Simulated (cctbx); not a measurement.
## A crystallographic session in cctbx: Er2Sb2PbO9

Library: cctbx 2025.11. The data are simulated by the first script.

## 1. Simulate the data

run.py:

```python
from cctbx import adptbx, crystal, miller, sgtbx, xray
from cctbx.array_family import flex
from iotbx.shelx import hklf
from scitbx import matrix
import scitbx.random

cs = crystal.symmetry(unit_cell=(3.859, 3.859, 25.373, 90, 90, 90), space_group_symbol='Hall: -I 4 2')  # I4/mmm
atoms = [  # label, site, U (iso, or U11 U22 U33 U12 U13 U23 in A^2), occupancy
    ("Pb1", (0, 0, 0), (0.0032, 0.0032, 0.0032, 0.0000, 0.0000, -0.0000), 1),
    ("Er1", (0.5, 0.5, 0.2995), (0.0040, 0.0040, 0.0033, 0.0000, 0.0000, 0.0000), 1),
    ("Sb1", (0.5, 0.5, 0.0885), (0.0031, 0.0031, 0.0030, 0.0000, 0.0000, -0.0000), 1),
    ("O1", (0.5, 0, 0.25), (0.0047, 0.0047, 0.0044, 0.0000, 0.0000, 0.0000), 1),
    ("O2", (0.5, 0, 0.0877), (0.0067, 0.0077, 0.0071, 0.0000, 0.0000, 0.0000), 1),
    ("O3", (0.5, 0.5, 0.1742), (0.0042, 0.0042, 0.0047, 0.0000, 0.0000, 0.0000), 1),
    ("O4", (0.5, 0.5, 0), (0.0069, 0.0069, 0.0053, 0.0000, -0.0000, -0.0000), 1),
]
xs = xray.structure(crystal_symmetry=cs)
for label, site, u, occ in atoms:
    u = adptbx.u_cif_as_u_star(cs.unit_cell(), u) if isinstance(u, tuple) else u
    xs.add_scatterer(xray.scatterer(label, site=site, u=u, occupancy=occ))
xs.set_inelastic_form_factors(1.54184, "sasaki")
xs.show_summary()
p1 = xs.expand_to_p1()
ms = miller.build_set(p1, anomalous_flag=True, d_min=0.83)
flex.set_random_seed(203767)
scitbx.random.set_random_seed(203767)
ms = ms.select(flex.random_double(ms.size()) < 0.95)
i = ms.structure_factors_from_scatterers(p1, algorithm="direct").f_calc().as_intensity_array().data()
i = i / flex.sqrt(1 + 0.3 * i / flex.max(i))  # extinction
i = i * 40000 / flex.max(i)
sig = flex.sqrt(i + flex.pow2(0.06 * i) + 8 ** 2)
noise = scitbx.random.variate(scitbx.random.normal_distribution())(i.size())
data = ms.array(data=i + sig * noise, sigmas=sig).set_observation_type_xray_intensity()
with open("data.hkl", "w") as f:
    data.export_as_shelx_hklf(f)
print("reflections written:", data.size(), " <I/sigma> = %.1f" % flex.mean(data.data() / data.sigmas()))
for h, a, b in list(data.sort("data"))[:12]:
    print("%4d%4d%4d %9.1f %7.1f" % (h + (a, b)))
```

```console
$ python run.py
```

```text
Number of scatterers: 7
At special positions: 7
Unit cell: (3.859, 3.859, 25.373, 90, 90, 90)
Space group: I 4/m m m (No. 139)
reflections written: 2676  <I/sigma> = 6.3
   0   2   0   42987.4  2408.3
   2   0   0   40199.0  2408.3
   0  -2   0   39686.1  2408.3
  -2   0   0   39290.2  2408.3
  -1   0  -5   35588.5  1980.3
   0   1   5   35444.0  1980.3
   0  -1  -5   35121.1  1980.3
   0   1  -5   34939.5  1980.3
   0   0 -10   32998.0  1940.6
  -1  -1   0   32778.3  1910.9
   1   1   0   32714.1  1910.9
   1   0   5   32272.4  1980.3
```

Run time: 0.28 s on 1 thread of Arm Neoverse V2, with other jobs on the host, peak memory 0.07 GiB.

## 2. Symmetry

run.py:

```python
from cctbx import crystal, sgtbx, statistics
from cctbx.array_family import flex
from iotbx.shelx import hklf

p1 = crystal.symmetry(unit_cell=(3.859, 3.859, 25.373, 90, 90, 90), space_group_symbol="P 1")
raw = hklf.reader(file_name="data.hkl").as_miller_arrays(crystal_symmetry=p1, anomalous=True)[0]
print(raw.size(), "reflections to d = %.3f A" % raw.d_min())
isig = raw.data() / raw.sigmas()
print("centring   violations  <I/sigma> of those")
best = "P"
for c in "ABCIRF":
    a = raw.customized_copy(space_group_info=sgtbx.space_group_info("Hall: %s 1" % c)).sys_absent_flags().data()
    m = flex.mean(isig.select(a))
    print("%5s %10d of %5d %8.1f" % (c, (isig.select(a) > 4).count(True), a.count(True), m))
    if (isig.select(a) > 4).count(True) < 0.01 * a.count(True):
        best = c
raw = raw.select(~raw.customized_copy(space_group_info=sgtbx.space_group_info("Hall: %s 1" % best)).sys_absent_flags().data())
isig = raw.data() / raw.sigmas()
rows = []
for s in sgtbx.space_group_symbol_iterator():
    g = sgtbx.space_group(s)
    if g.conventional_centring_type_symbol() != best or not g.is_compatible_unit_cell(p1.unit_cell(), 1e-3, 0.02):
        continue
    rows.append((s, g))
print("Laue class    unique    Rint  (classes that these axes allow; Friedel mates merged)")
rint = {}
for s, g in rows:
    laue = g.build_derived_patterson_group()
    key = laue.type().hall_symbol()
    if key not in rint:
        m = raw.customized_copy(space_group_info=laue.info(), anomalous_flag=False).merge_equivalents()
        rint[key] = m.r_int()
        print("%-14s %6d %7.3f" % (laue.type().lookup_symbol(), m.array().size(), m.r_int()))
floor = min(rint.values())
good = [(s, g) for s, g in rows if rint[g.build_derived_patterson_group().type().hall_symbol()] < 2 * floor + 0.03]
top = max(g.build_derived_patterson_group().order_z() for s, g in good)
print("space group    extra absences  I>4sigma  <I/sigma>")
for s, g in good:
    laue = g.build_derived_patterson_group()
    if laue.order_z() != top:
        continue
    a = raw.customized_copy(space_group_info=g.info()).sys_absent_flags().data()
    a &= ~raw.customized_copy(space_group_info=laue.info()).sys_absent_flags().data()
    bad = (isig.select(a) > 4).count(True)
    if bad <= 0.03 * a.count(True):
        print("%-16s %8d %10d %9s  %s" % (s.universal_hermann_mauguin(), a.count(True), bad, "%.1f" % flex.mean(isig.select(a)) if a.count(True) else "-", "centric" if g.is_centric() else "acentric"))
laue = max(good, key=lambda t: t[1].build_derived_patterson_group().order_z())[1].build_derived_patterson_group()
f = raw.customized_copy(space_group_info=laue.info(), anomalous_flag=False).merge_equivalents().array().eliminate_sys_absent().f_sq_as_f()
f.set_observation_type_xray_amplitude()
bins = max(3, min(8, f.size() // 12))
f.setup_binner(n_bins=bins)
w = statistics.wilson_plot(f, {e: n / laue.order_z() for e, n in {'Pb': 2.0, 'Er': 4.0, 'Sb': 4.0, 'O': 18.0}.items()}, e_statistics=True)
print("Wilson B = %.2f A^2   <|E^2-1|> = %.3f (0.968 centric, 0.736 acentric)   E^2>4: %.1f %%" % (w.wilson_b, w.mean_e_sq_minus_1, w.percent_e_sq_gt_2))
print("shell (A)         n   <I/sigma>")
m = raw.customized_copy(space_group_info=laue.info(), anomalous_flag=False).merge_equivalents().array().eliminate_sys_absent()
for b in m.setup_binner(n_bins=bins).range_used():
    sel = m.binner().selection(b)
    print("%5.2f - %4.2f %6d %8.1f" % (min(m.binner().bin_d_range(b)[0] if m.binner().bin_d_range(b)[0] > 0 else 99, 99), m.binner().bin_d_range(b)[1], sel.count(True), flex.mean((m.data() / m.sigmas()).select(sel))))
```

```console
$ python run.py
```

```text
2676 reflections to d = 0.832 A
centring   violations  <I/sigma> of those
    A        613 of  1359      6.5
    B        611 of  1350      6.5
    C        544 of  1331      5.9
    I          0 of  1331      0.0
    R        785 of  1787      6.2
    F        884 of  2020      6.3
Laue class    unique    Rint  (classes that these axes allow; Friedel mates merged)
I 1 2/m 1         410   0.042
I 1 1 2/m         371   0.043
I 2/m 1 1         411   0.041
I m m m           242   0.045
I 4/m             193   0.047
I 4/m m m         146   0.047
space group    extra absences  I>4sigma  <I/sigma>
I 4 2 2                 0          0         -  acentric
I 4 m m                 0          0         -  acentric
I -4 m 2                0          0         -  acentric
I -4 2 m                0          0         -  acentric
I 4/m m m               0          0         -  centric
Wilson B = 0.25 A^2   <|E^2-1|> = 0.850 (0.968 centric, 0.736 acentric)   E^2>4: 0.7 %
shell (A)         n   <I/sigma>
12.69 - 1.66     27     26.4
 1.66 - 1.32     16     37.6
 1.32 - 1.15     19     34.4
 1.15 - 1.05     19     37.3
 1.05 - 0.97     13     43.4
 0.97 - 0.92     17     31.8
 0.92 - 0.87     17     38.2
 0.87 - 0.83     18     36.8
```

Time: 0.29 s.

## 3. Charge flipping

run.py:

```python
import itertools
from cctbx import crystal, maptbx
from cctbx.array_family import flex
from iotbx.shelx import hklf
from smtbx.ab_initio import charge_flipping as cf

cs = crystal.symmetry(unit_cell=(3.859, 3.859, 25.373, 90, 90, 90), space_group_symbol='Hall: -I 4 2')  # I4/mmm
raw = hklf.reader(file_name="data.hkl").as_miller_arrays(crystal_symmetry=cs, anomalous=True)[0]
merged = raw.eliminate_sys_absent().merge_equivalents()
fo2 = merged.array().set_observation_type_xray_intensity()
f = fo2.average_bijvoet_mates().f_sq_as_f().resolution_filter(d_min=0.9)
p1 = f.expand_to_p1()
p1.setup_binner_counting_sorted(reflections_per_bin=max(40, p1.size() // 12))
work = p1.array(data=p1.data() / p1.amplitude_quasi_normalisations().data())
flex.set_random_seed(65579)
it = cf.weak_reflection_improved_iterator(delta=None, weak_reflection_fraction=0.3)
it.start(work, phases=flex.random_double(p1.size()) * 6.2832, f_000=0)
it.delta = 1.2 * it.rho_map.sigma()
print("cycle      R  skewness")
for n, st in enumerate(itertools.islice(it, 200)):
    if n % 16 == 0:
        print("%5d %6.3f %8.2f" % (n, st.r1_factor(), st.rho_map.skewness()))
rho = p1.phase_transfer(it.f_calc).fft_map().apply_volume_scaling()
polish = cf.low_density_elimination_iterator(constant_rho_c=rho.sigma())
polish.start(f_obs=p1, phases=it.f_calc, f_000=0)
for _ in range(8):
    next(polish)
print("origin shift          correlation  skewness")
maps = []
for fc, shift, cc in itertools.islice(cf.f_calc_symmetrisations(f, polish.f_calc, 0), 4):
    m = f.phase_transfer(fc).fft_map(symmetry_flags=maptbx.use_space_group_symmetry, resolution_factor=0.25).apply_sigma_scaling()
    maps.append((m.skewness(), cc, m))
    print("%6.3f %6.3f %6.3f %10.3f %9.2f" % (tuple(shift) + (cc, m.skewness())))
skew, cc, m = max((t for t in maps if t[1] > maps[0][1] - 0.04), key=lambda t: t[0])
print("taken: symmetry correlation %.3f, skewness %.2f" % (cc, skew))
peaks = m.peak_search(parameters=maptbx.peak_search_parameters(min_distance_sym_equiv=0.9, max_clusters=12)).all()
sps = cs.special_position_settings(min_distance_sym_equiv=0.5)
print("peak      x       y       z  mult  height/sigma")
for k, (x, h) in enumerate(zip(peaks.sites(), peaks.heights())):
    ss = sps.site_symmetry(x)
    print("Q%-3d %7.4f %7.4f %7.4f %4d %8.1f" % ((k + 1,) + tuple(t % 1 for t in ss.exact_site()) + (ss.multiplicity(), h)))
```

```console
$ python run.py
```

```text
cycle      R  skewness
    0  0.558     0.50
   16  0.476     2.83
   32  0.487     2.80
   48  0.455     2.90
   64  0.456     2.80
   80  0.466     2.74
   96  0.473     3.02
  112  0.468     2.78
  128  0.474     2.84
  144  0.464     2.93
  160  0.460     2.92
  176  0.461     2.90
  192  0.472     2.77
origin shift          correlation  skewness
 0.061  0.941  0.124      0.842      3.82
 0.059  0.940  0.325      0.841      3.39
 0.061  0.942  0.227      0.845      3.86
 0.062  0.942  0.028      0.840      2.99
taken: symmetry correlation 0.845, skewness 3.86
peak      x       y       z  mult  height/sigma
Q1    0.0000  0.0000  0.3680    4     12.2
Q2    0.0000  0.0000  0.0411    4     10.2
Q3    0.0000  0.0000  0.4274    4      8.6
Q4    0.0000  0.0000  0.1640    4      8.0
Q5    0.0000  0.0000  0.2171    4      5.5
Q6    0.1422  0.1422  0.5000    8      1.2
Q7    0.0000  0.5000  0.2785    8      1.1
Q8    0.1282  0.1282  0.2982   16      1.1
Q9    0.0000  0.5000  0.0794    8      1.1
Q10   0.2156  0.2156  0.0264   16      1.1
Q11   0.2416  0.2416  0.3511   16      1.1
Q12   0.0000  0.5000  0.3709    8      1.1
```

Time: 0.38 s.

## 4. Refinement (model from the peaks)

run.py:

```python
import math
from cctbx import adptbx, crystal, maptbx, sgtbx, xray
from cctbx.array_family import flex
from cctbx.xray import observations
from iotbx.shelx import hklf
from scitbx.lstbx import normal_eqns_solving
from smtbx import absolute_structure, utils
from smtbx.refinement import constraints, least_squares

cs = crystal.symmetry(unit_cell=(3.859, 3.859, 25.373, 90, 90, 90), space_group_symbol='Hall: -I 4 2')  # I4/mmm
atoms = [  # label, site, U (iso, or U11 U22 U33 U12 U13 U23 in A^2), occupancy
    ("Sb1", (0, 0, 0.368), 0.0200, 1),
    ("Er1", (0, 0, 0.0411), 0.0200, 1),
    ("O1", (0, 0, 0.2171), 0.0200, 1),
    ("O2", (0, 0.5, 0.2785), 0.0200, 1),
]
xs = xray.structure(crystal_symmetry=cs)
for label, site, u, occ in atoms:
    u = adptbx.u_cif_as_u_star(cs.unit_cell(), u) if isinstance(u, tuple) else u
    xs.add_scatterer(xray.scatterer(label, site=site, u=u, occupancy=occ))
xs.set_inelastic_form_factors(1.54184, "sasaki")
raw = hklf.reader(file_name="data.hkl").as_miller_arrays(crystal_symmetry=cs, anomalous=True)[0]
merged = raw.eliminate_sys_absent().merge_equivalents()
fo2 = merged.array().set_observation_type_xray_intensity()
print("Rint %.3f, %d unique reflections to %.2f A" % (merged.r_int(), fo2.size(), fo2.d_min()))
for sc in xs.scatterers():
    sc.flags.set_grad_site(True)
    sc.flags.set_grad_u_aniso(sc.flags.use_u_aniso())
    sc.flags.set_grad_u_iso(sc.flags.use_u_iso())
obs = fo2.as_xray_observations()
extra = {}
rep = constraints.reparametrisation(xs, [], utils.connectivity_table(xs), **extra)
ls = least_squares.crystallographic_ls(obs, rep, weighting_scheme=least_squares.mainstream_shelx_weighting(a=0, b=0))
print("cycle     R1     wR2    GooF  max shift (A)")
for cycle in range(6):
    ls.build_up()
    r1, wr2, goof = ls.r1_factor(cutoff_factor=2)[0], ls.wR2(), ls.goof()
    old = xs.sites_cart()
    normal_eqns_solving.levenberg_marquardt_iterations(ls, n_max_iterations=3, tau=0.0001, step_threshold=1e-7)
    big = flex.max((xs.sites_cart() - old).norms())
    print("%4d %7.4f %7.4f %7.3f %9.5f" % (cycle + 1, r1, wr2, goof, big))
    ls.build_up(objective_only=True)
    if abs(ls.wR2() - wr2) < 5e-5 and big < 5e-4:
        break
ls.build_up()
print("final R1 %.4f wR2 %.4f GooF %.3f  parameters %d  data/parameter %.1f" % (ls.r1_factor(cutoff_factor=2)[0], ls.wR2(), ls.goof(), ls.n_parameters, fo2.size() / ls.n_parameters))
cov = ls.covariance_matrix_and_annotations()
su = dict(zip(cov.annotations, (math.sqrt(max(v, 0)) for v in cov.matrix.matrix_packed_u_diagonal())))
a2 = cs.unit_cell().reciprocal_parameters()[0] ** -2
print("atom        x        y        z      Ueq    occ   su(xyz)  su(Uiso or U11)")
for sc in xs.scatterers():
    s = max(su.get(sc.label + k, 0) for k in (".x", ".y", ".z"))
    npd = "" if sc.is_positive_definite_u(cs.unit_cell()) else "  NPD"
    print("%-5s %8.5f %8.5f %8.5f %8.4f %6.3f %8.5f %7.4f%s" % ((sc.label,) + sc.site + (sc.u_iso_or_equiv(cs.unit_cell()), sc.occupancy, s, su.get(sc.label + ".uiso", su.get(sc.label + ".u11", 0) * a2), npd)))
fo = fo2.f_sq_as_f()
fc = fo.structure_factors_from_scatterers(xs, algorithm="direct").f_calc()
diff = fo.f_obs_minus_f_calc(1 / math.sqrt(ls.scale_factor()), fc).average_bijvoet_mates()
m = diff.fft_map(symmetry_flags=maptbx.use_space_group_symmetry, resolution_factor=0.25).apply_volume_scaling()
print("difference map: max %.2f min %.2f rms %.2f" % (m.statistics().max(), m.statistics().min(), m.statistics().sigma()))
peaks = m.peak_search(parameters=maptbx.peak_search_parameters(min_distance_sym_equiv=0.6, max_clusters=8)).all()
near = xs.closest_distances(peaks.sites(), distance_cutoff=4)
sps = cs.special_position_settings(min_distance_sym_equiv=0.5)
for k, (x, h) in enumerate(zip(peaks.sites(), peaks.heights())):
    ss = sps.site_symmetry(x)
    print("Q%-3d %7.4f %7.4f %7.4f %4d %7.2f  %.2f A from %s" % ((k + 1,) + tuple(t % 1 for t in ss.exact_site()) + (ss.multiplicity(), h, near.smallest_distances[k], xs.scatterers()[near.i_seqs[k]].label)))
```

```console
$ python run.py
```

```text
Rint 0.047, 146 unique reflections to 0.83 A
cycle     R1     wR2    GooF  max shift (A)
   1  0.9389  0.9944  39.389   2.95762
   2  0.8494  0.9552  37.834   0.13921
   3  0.8603  0.9556  37.850   1.14558
   4  0.8614  0.9597  38.014   0.20646
   5  0.8680  0.9651  38.230   0.12822
   6  0.8502  0.9474  37.527   0.08837
final R1 0.8560 wR2 0.9520 GooF 37.708  parameters 8  data/parameter 18.2
atom        x        y        z      Ueq    occ   su(xyz)  su(Uiso or U11)
Sb1    0.00000  0.00000  0.38384   0.0022  1.000  0.00624  0.0414
Er1    0.00000  0.00000  0.06395   0.0001  1.000  0.00742  0.0353
O1     0.00000  0.00000  0.11124   0.1317  1.000  0.17865  1.8471
O2     0.00000  0.50000  0.35831   0.1548  1.000  0.12821  1.7337
difference map: max 743.31 min -692.10 rms 72.29
Q1    0.0000  0.0000  0.0650    4  761.59  0.03 A from Er1
Q2    0.0000  0.0000  0.1414    4  614.36  0.76 A from O1
Q3    0.0000  0.0000  0.3841    4  560.71  0.01 A from Sb1
Q4    0.0000  0.0000  0.0238    4  465.12  1.02 A from Er1
Q5    0.0000  0.0000  0.3452    4  453.77  0.98 A from Sb1
Q6    0.0000  0.0000  0.1861    4  437.30  1.90 A from O1
Q7    0.0000  0.0000  0.2266    4  432.84  2.89 A from O2
Q8    0.0000  0.0000  0.4497    4  386.64  1.67 A from Sb1
```

Time: 0.69 s.

Figures of merit this high mean that the model is still wrong or incomplete.

## 5. Charge flipping

run.py, as its changes from the last script of this kind:

```diff
@@ -13,3 +13,2 @@
-p1.setup_binner_counting_sorted(reflections_per_bin=max(40, p1.size() // 12))
-work = p1.array(data=p1.data() / p1.amplitude_quasi_normalisations().data())
-flex.set_random_seed(65579)
+work = p1
+flex.set_random_seed(65580)
@@ -20,2 +19,2 @@
-for n, st in enumerate(itertools.islice(it, 200)):
-    if n % 16 == 0:
+for n, st in enumerate(itertools.islice(it, 400)):
+    if n % 33 == 0:
```

```console
$ python run.py
```

```text
cycle      R  skewness
    0  0.535     0.25
   33  0.322     3.64
   66  0.342     3.37
   99  0.340     3.47
  132  0.298     3.35
  165  0.339     3.52
  198  0.336     3.51
  231  0.330     3.43
  264  0.327     3.37
  297  0.345     3.24
  330  0.349     3.42
  363  0.312     3.30
  396  0.310     3.41
origin shift          correlation  skewness
 0.161  0.915  0.355      0.821      0.96
 0.156  0.911  0.457      0.822      1.17
 0.142  0.410  0.417      0.816      3.82
 0.141  0.410  0.217      0.811      5.11
taken: symmetry correlation 0.811, skewness 5.11
peak      x       y       z  mult  height/sigma
Q1    0.0000  0.0000  0.1042    4     15.0
Q2    0.0000  0.0000  0.3060    4     12.0
Q3    0.0000  0.0000  0.5000    2      6.1
Q4    0.0000  0.0000  0.4389    4      2.3
Q5    0.0000  0.5000  0.0000    4      1.7
Q6    0.0000  0.0000  0.0402    4      1.6
Q7    0.0000  0.5000  0.4486    8      1.6
Q8    0.0000  0.2275  0.0694   16      1.3
Q9    0.1496  0.1496  0.2458   16      1.3
Q10   0.2220  0.2220  0.1257   16      1.1
Q11   0.2462  0.2462  0.0885   16      1.1
Q12   0.0000  0.5000  0.2500    4      1.1
```

Time: 0.42 s.

## 6. Refinement (model from the peaks)

run.py, as its changes from the last script of this kind:

```diff
@@ -12,4 +12,6 @@
-    ("Sb1", (0, 0, 0.368), 0.0200, 1),
-    ("Er1", (0, 0, 0.0411), 0.0200, 1),
-    ("O1", (0, 0, 0.2171), 0.0200, 1),
-    ("O2", (0, 0.5, 0.2785), 0.0200, 1),
+    ("Er1", (0, 0, 0.1042), 0.0200, 1),
+    ("Sb1", (0, 0, 0.306), 0.0200, 1),
+    ("Pb1", (0, 0, 0.5), 0.0200, 1),
+    ("O1", (0, 0, 0.4389), 0.0200, 1),
+    ("O2", (0, 0.5, 0), 0.0200, 1),
+    ("O3", (0, 0.5, 0.4486), 0.0200, 1),
@@ -60 +62 @@
-peaks = m.peak_search(parameters=maptbx.peak_search_parameters(min_distance_sym_equiv=0.6, max_clusters=8)).all()
+peaks = m.peak_search(parameters=maptbx.peak_search_parameters(min_distance_sym_equiv=0.6, max_clusters=6)).all()
```

```console
$ python run.py
```

```text
Rint 0.047, 146 unique reflections to 0.83 A
cycle     R1     wR2    GooF  max shift (A)
   1  0.7760  0.9641  38.469   0.15856
   2  0.5655  0.8397  33.504   0.25394
   3  0.3053  0.6307  25.167   2.13243
   4  0.1905  0.4457  17.782   0.60824
   5  0.1805  0.4352  17.364   0.16242
   6  0.1790  0.4343  17.327   0.09002
final R1 0.1782 wR2 0.4337 GooF 17.304  parameters 10  data/parameter 14.6
atom        x        y        z      Ueq    occ   su(xyz)  su(Uiso or U11)
Er1    0.00000  0.00000  0.08811   0.0001  1.000  0.00039  0.0028
Sb1    0.00000  0.00000  0.29903   0.0001  1.000  0.00036  0.0028
Pb1    0.00000  0.00000  0.50000   0.0001  1.000  0.00000  0.0027
O1     0.00000  0.00000  0.43955   0.0709  1.000  0.00847  0.0504
O2     0.00000  0.50000  0.00000   0.1850  1.000  0.00000  0.2221
O3     0.00000  0.50000  0.32352   0.2010  1.000  0.01722  0.1731
difference map: max 45.77 min -15.29 rms 3.13
Q1    0.0000  0.0000  0.2996    4   46.76  0.02 A from Sb1
Q2    0.0000  0.0000  0.5000    2   39.66  0.00 A from Pb1
Q3    0.0000  0.0000  0.0905    4   24.80  0.06 A from Er1
Q4    0.0000  0.0000  0.2531    4   13.43  1.17 A from Sb1
Q5    0.0000  0.0000  0.1754    4   13.02  1.93 A from O3
Q6    0.0000  0.0000  0.0000    2   11.57  1.93 A from O2
```

It took 0.72 s on 1 thread of Arm Neoverse V2, with other jobs on the host, peak memory 0.09 GiB.

Figures of merit this high mean that the model is still wrong or incomplete.

[Logs are printed without paths, hosts, clocks, repeated set-up lines and the standing remarks that a program may print on its own settings, such as how far it seeks lower states.]
